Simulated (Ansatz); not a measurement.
# What BiN (model cell, started as CsCl type) distorts into, part 3 of 3

Which phase does BiN (model cell, started as CsCl type) fall into along its unstable mode, and how much energy does it gain?

Ansatz 0.2.0; DFT PBEsol, scalar-relativistic, plane waves, PAW.

So far. Step 4 (The mode frozen in, largest atomic shift 0.32 Å): The run ends at a pressure of 3.67 GPa, with forces up to 0.71 eV/Å. Step 5 (Energy along the mode, all amplitudes (two of the runs …): The lowest step is at 0.32 Å, 35.6 meV/atom below the parent, and the energy rises beyond it.

The structure was built from a prototype and need not be the compound's stable phase.

### 7. The new phase in its own primitive cell

The relaxed structure is symmetrised, reduced to its primitive cell and relaxed tightly, as its phonons need.

Contents of input.yaml:

```yaml
crystal:
  lattice:
    - [6.7204278744, 0.0, 0.0]
    - [0.0, 3.3590192443, 0.0]
    - [0.0, 0.0, 3.6282175771]
  atoms:
    - { symbol: Bi, position: [0.25, 0.0, 0.4234235466] }
    - { symbol: Bi, position: [0.75, 0.0, 0.5765764534] }
    - { symbol: "N", position: [0.25, 0.5, 0.8039989553] }
    - { symbol: "N", position: [0.75, 0.5, 0.1960010447] }
kpoints:
  mp_grid: { grid: [6, 12, 12] }
hamiltonian:
  xc: pbesol
scf:
  occupations: { method: methfessel_paxton, width: 0.2 }
output:
  forces: true
  stress: true
  eigenvalues: true
relax:
  adjacent_minimum: "off"
  f_tol: 0.001
  max_steps: 60
  cell: { stress_tol: 0.01 }
```

Started as:

```bash
$ ansatz run input.yaml --threads 4 --pin off --max-ram 7168MiB --backend cpu --events-out ev --progress --plain --runs-dir out
```

Log:

```text
[...]
Crystal: 4 atoms, lattice volume = 81.904 Å³
Basis set: ecut = 420 eV, 1589 PW (Γ), exchange–correlation on 90×48×50 points (8 copies of the dense FFT grid, shifted against one another)
Bands: 24, of which v1, the nominal top of the filled ones, is band 20 counted from 1 (19 counted from 0)
Symmetry: 8 space group operations
[...]
k-points: 196 of 864
[...]
--- Relaxed structure (8 steps of the walk, 8 accepted, 2 SCFs on fresh bases) ---
[...]
cell:  # Å, volume = 81.7185 Å³
    - [6.727953, 0.0, 0.0]
    - [0.0, 3.363081, 0.0]
    - [0.0, 0.0, 3.611604]
  atoms:
    - { symbol: Bi, position: [0.250000, 0.0, 0.435183] }
    - { symbol: Bi, position: [0.750000, 0.0, 0.564817] }
    - { symbol: N, position: [0.250000, 0.5, 0.817974] }
    - { symbol: N, position: [0.750000, 0.5, 0.182026] }
[key lines of the parts left out:]
SCF converged after 5 iterations
Free energy (F): -25236.659390 eV
Fermi energy:    9.245972 eV
P = ⅓ Tr σ = -0.0011 GPa (-0.011 kbar)
```

Run time: 48 s. Hardware: 4 threads of Arm Neoverse V2, shared host; peak memory 0.61 GiB; 3.1 min of CPU time.

The steps of the relaxation:

| step | energy less that of the first step (eV) | largest force component (eV/Å) | pressure (GPa) | volume (Å³) |
| --- | --- | --- | --- | --- |
| 1 | 0.0000 | 0.0259 | 0.03 | 81.90 |
| 2 | -0.0008 | 0.0131 | 0.01 | 81.60 |
| 3 | -0.0010 | 0.0038 | 0.04 | 81.72 |
| 4 | -0.0009 | 0.0022 | -0.04 | 81.80 |
| 5 | -0.0009 | 0.0008 | 0.00 | 81.76 |
| 6* | -0.0007 | 0.0008 | 0.00 | 81.76 |
| 7 | -0.0008 | 0.0012 | 0.00 | 81.73 |
| 8 | -0.0008 | 0.0014 | 0.00 | 81.71 |
| 9 | -0.0008 | 0.0001 | 0.00 | 81.72 |
| 10* | -0.0007 | 0.0001 | 0.00 | 81.72 |

Relaxation steps marked * repeat the geometry before them on a plane-wave basis chosen anew for their cell, so energy and pressure can jump there.

The run keeps the 8 symmetry operations that the program found, so distortions that break them were not tested.

| conventional cell, symmetrised | before | after | change |
| --- | --- | --- | --- |
| a (Å) | 6.720 | 6.728 | +0.1 % |
| b (Å) | 3.359 | 3.363 | +0.1 % |
| c (Å) | 3.628 | 3.612 | -0.5 % |
| volume (Å³/atom) | 20.48 | 20.43 | -0.2 % |

The atoms that moved most (Å, as changes of fractional coordinates times the final cell):

```
atom     dx     dy      dz  length
  N4  0.000  0.000  -0.050   0.050
  N3  0.000  0.000   0.050   0.050
 Bi1  0.000  0.000   0.042   0.042
 Bi2  0.000  0.000  -0.042   0.042
```

The relaxed structure:

```xyz
4
Lattice="6.7280 0.0000 0.0000 0.0000 3.3631 0.0000 0.0000 0.0000 3.6116" Properties=species:S:1:pos:R:3 pbc="T T T"
Bi    1.6820    0.0000    1.5717
Bi    5.0460    0.0000    2.0399
N     1.6820    1.6815    2.9542
N     5.0460    1.6815    0.6574
```

Numbers from this step:

```yaml
pressure: -0.001064 GPa
volume_per_atom: 20.43 Å³
```

The largest force component left is 0.099 meV/Å and the pressure is -0.001 GPa, within the tolerances set. The cell now holds 20.43 Å³/atom.

### 8. Modes of the new phase, k-mesh 6×12×12

A relaxed structure may still be a saddle point, so its zone-centre modes are computed. No field response is asked, since the mesh shows no gap.

input.yaml, the sections that differ from step 7:

```yaml
crystal:
  lattice:
    - [6.7279534618, 0.0, 0.0]
    - [0.0, 3.3630805641, 0.0]
    - [0.0, 0.0, 3.6116037984]
  atoms:
    - { symbol: Bi, position: [0.25, 0.0, 0.435182687] }
    - { symbol: Bi, position: [0.75, 0.0, 0.564817313] }
    - { symbol: "N", position: [0.25, 0.5, 0.8179744774] }
    - { symbol: "N", position: [0.75, 0.5, 0.1820255226] }
output:
  eigenvalues: true
phonons:
  method: dfpt
# kpoints, hamiltonian, scf: as in step 7
# relax: removed
```

Log:

```text
zone centre: on kpoints.mp_grid the ground state, and the responses unless they are solved on pairs of k-points, stand on 196 of the mesh's 864 k-points, reduced under 4 symmetry operations, with k and −k counted as one. Each operation leaves every solved displacement unchanged or reverses it
[...]
Crystal: 4 atoms, lattice volume = 81.718 Å³
Basis set: ecut = 420 eV, 1573 PW (Γ), exchange–correlation on 96×48×50 points (8 copies of the dense FFT grid, shifted against one another)
Bands: 24, of which v1, the nominal top of the filled ones, is band 20 counted from 1 (19 counted from 0)
Symmetry: 8 space group operations
k-points: 196 of 864 (irreducible under 4 space group operations, time reversal used)
[...]
SCF iter   1: F=—  HF=-25236.703251 eV  |F-HF|=—  |Δ(HF+E_count)|=         —  Δρ=1.43e-2  dr2=2.33e-1  ethr=1.77e-3  ⟨swp⟩=5.2  Hψ=21252  notcnv=0
[...]
SCF iter  10: F=-25236.659390 eV  HF=-25236.659390 eV  |F-HF|=0.00e0  |Δ(HF+E_count)|=  5.46e-11  S|Δr|=    0.00e0  Δρ=6.60e-8  dr2=3.92e-12  ethr=1.00e-12  ⟨swp⟩=6.2  Hψ=23490  notcnv=0
SCF 1 converged in 10 iterations: F = -25236.659390 eV  dr2 = 3.92e-12
[...]
DFPT response loops at Γ: preconditioner auto → Kerker (q_TF=auto, 2.422 Å⁻¹) (partly filled bands, converged f_vac=0.000); β = 1.00, the filter's whole step (`scf.mixing.beta` (0.50) is not read by the response loops under this deck's `scf.mixing.preconditioner`; to damp them name `kerker` or `kerker_dos`, under which they read `scf.mixing.beta`, and type it under 1.00, their step now; both keys bind the ground state too); Broyden in place of MSR1
SCF converged after 10 iterations
[...]
Free energy (F): -25236.659390 eV
[...]
Internal energy: -25236.655793 eV  (E = F + TS)
E sigma→0 (E₀):  -25236.658491 eV
Entropy (-TS):   -0.003597 eV (-0.899 meV/atom)
Fermi energy:    9.245973 eV
[...]
--- Band table (eV; the first three rows and the last of 196) ---
  k-point 0: bands = [... 16 lower, 6.7888, 6.9143, 6.9342, 7.8935, 10.9278, 14.2574, 14.2614, 14.7747]
  k-point 1: bands = [... 16 lower, 6.9707, 7.0571, 7.1332, 7.9187, 10.8643, 13.9978, 14.0438, 14.6820]
  k-point 2: bands = [... 16 lower, 7.1297, 7.5364, 7.7712, 7.9753, 10.6790, 13.3590, 13.5343, 14.3578]
  k-point 195: bands = [... 16 lower, 4.6787, 4.6787, 8.3698, 8.3698, 10.4702, 10.4702, 14.8491, 14.8491]
--- Phonons (Γ-DFPT): 6 representative perturbations + reference, on 196 of 864 k-points (Σ response iterations 18) ---
  k mesh reduced under 4 symmetry operations, with k and −k counted as one. Each operation leaves every solved displacement unchanged or reverses it
  ASR residual: 2.216e-5 → 0.000e0 eV/Å²; symmetrization residual: 2.632e-6 eV/Å²
  ASR residual per site (eV/Å²): 2.22e-5 2.22e-5 1.11e-5 1.11e-5
  Γ frequencies (cm⁻¹): -60.62 -1.71 0.00 0.00 0.00 15.22 58.55 145.38 371.10 381.66 381.97 389.37
  non-analytic LO–TO correction: not included (Born effective charges unavailable; polar crystals: no LO–TO splitting at Γ)
```

It took 65 s on 4 threads; peak memory 1.6 GiB.

Read from the output:

* sum-rule residual before enforcement: 2.22e-5 eV/Å²
* point group: mmm
* highest optical mode at the zone centre (no LO-TO term): 389.4 cm⁻¹
* lowest optical zone-centre mode: -60.62 cm⁻¹

Patterns of degenerate modes are one choice out of their space. Modes at Γ, with each element's share of the kinetic energy (negative means imaginary):

| mode | frequency (cm⁻¹) | symmetry | Bi % | N % |
| --- | --- | --- | --- | --- |
| 1 | -60.6 | B3u | 6 | 94 |
| 2 | -1.7 | B3g | 95 | 5 |
| 3 | 0.0 | acoustic | 94 | 6 |
| 4 | 0.0 | acoustic | 94 | 6 |
| 5 | 0.0 | acoustic | 94 | 6 |
| 6 | 15.2 | Ag | 95 | 5 |
| 7 | 58.5 | B2g | 100 | 0 |
| 8 | 145.4 | B2g | 0 | 100 |
| 9 | 371.1 | B2u | 6 | 94 |
| 10 | 381.7 | B3g | 5 | 95 |
| 11 | 382.0 | B1u | 6 | 94 |
| 12 | 389.4 | Ag | 5 | 95 |

Displacements in mode 1 (-60.6 cm⁻¹), the largest set to 1:
```
Bi1 -0.07  0.00  0.00
Bi2 -0.07  0.00  0.00
N3   1.00  0.00  0.00
N4   1.00  0.00  0.00
```

Displacements in mode 9 (371.1 cm⁻¹), the largest set to 1:
```
Bi1  0.00 -0.07  0.00
Bi2  0.00 -0.07  0.00
N3   0.00  1.00  0.00
N4   0.00  1.00  0.00
```

Before it was imposed, the acoustic sum rule was missed by 2.2e-5 eV/Å². Small misses are needed for a sound result but don't prove that mesh and cutoff are converged. The lowest optical mode is imaginary, 60.6i cm⁻¹, so the energy falls along it.

### 9. Summary of results

| Quantity | Value |
| --- | --- |
| unstable mode of the parent | q = (0, -0.5, -0.5), 256i cm⁻¹ |
| depth at the lowest point sampled | 35.6 meV/atom |
| largest atomic shift at that point | 0.32 Å |
| space group reached | Pmma |
| energy gained over the parent (first relaxation, on the mesh of the frozen mode) | 161 meV/atom |
| volume per atom, phase reached | 20.4 Å³ |
| lowest optical zone-centre mode, phase reached | -60.6 cm⁻¹ |
| highest optical mode at the zone centre (no LO-TO term), phase reached | 389 cm⁻¹ |

What this shows: Along this mode the structure falls into Pmma, 161 meV/atom below the parent. At the parent's cell the well is 35.64 meV/atom deep on the steps tried, with its lowest point at a shift of 0.32 Å. Relaxing atoms and cell changes the gain by +125.77 meV/atom against the lowest step (energies at zero smearing). Most of the total comes from this relaxation. The new phase still has an imaginary mode at the zone centre of its cell, so it is a saddle point on the way to a lower structure. Of the 4 patterns followed from this parent, this one ends 139 meV/atom above the lowest, Cmcm. Differences under 1.0 meV/atom are within the error of comparing unlike cells and meshes, so the order among close phases is not settled. Each path keeps the symmetry of its pattern, so a lower phase may lie along a pattern not tried. With no gap, or one that is small against the smearing, the frequencies hang on the k mesh and the smearing, most of all near Kohn anomalies. The volume moved by more than a tenth on the k mesh of the start, so the energy gain is rough. Spin-orbit coupling is left out, which can matter for the heavy elements here. A phonon run warned that its eigensolver left some bands unconverged in a pass. The starting cell was built on a prototype and not taken from a measurement, so the phase need not exist.

[Long decimals in the printed logs are rounded to 6 places.]

[Logs are printed without paths, hosts, clocks, repeated set-up lines and the standing remarks that a program may print on its own settings, such as how far it seeks lower states.]

[Hosts, paths, dates, database ids (printed as entryN), source tags and the programs' standing remarks are cut or masked in the printed files.]

[Where the starting crystal was built by hand or by swapping elements, it need not be the compound's stable phase.]
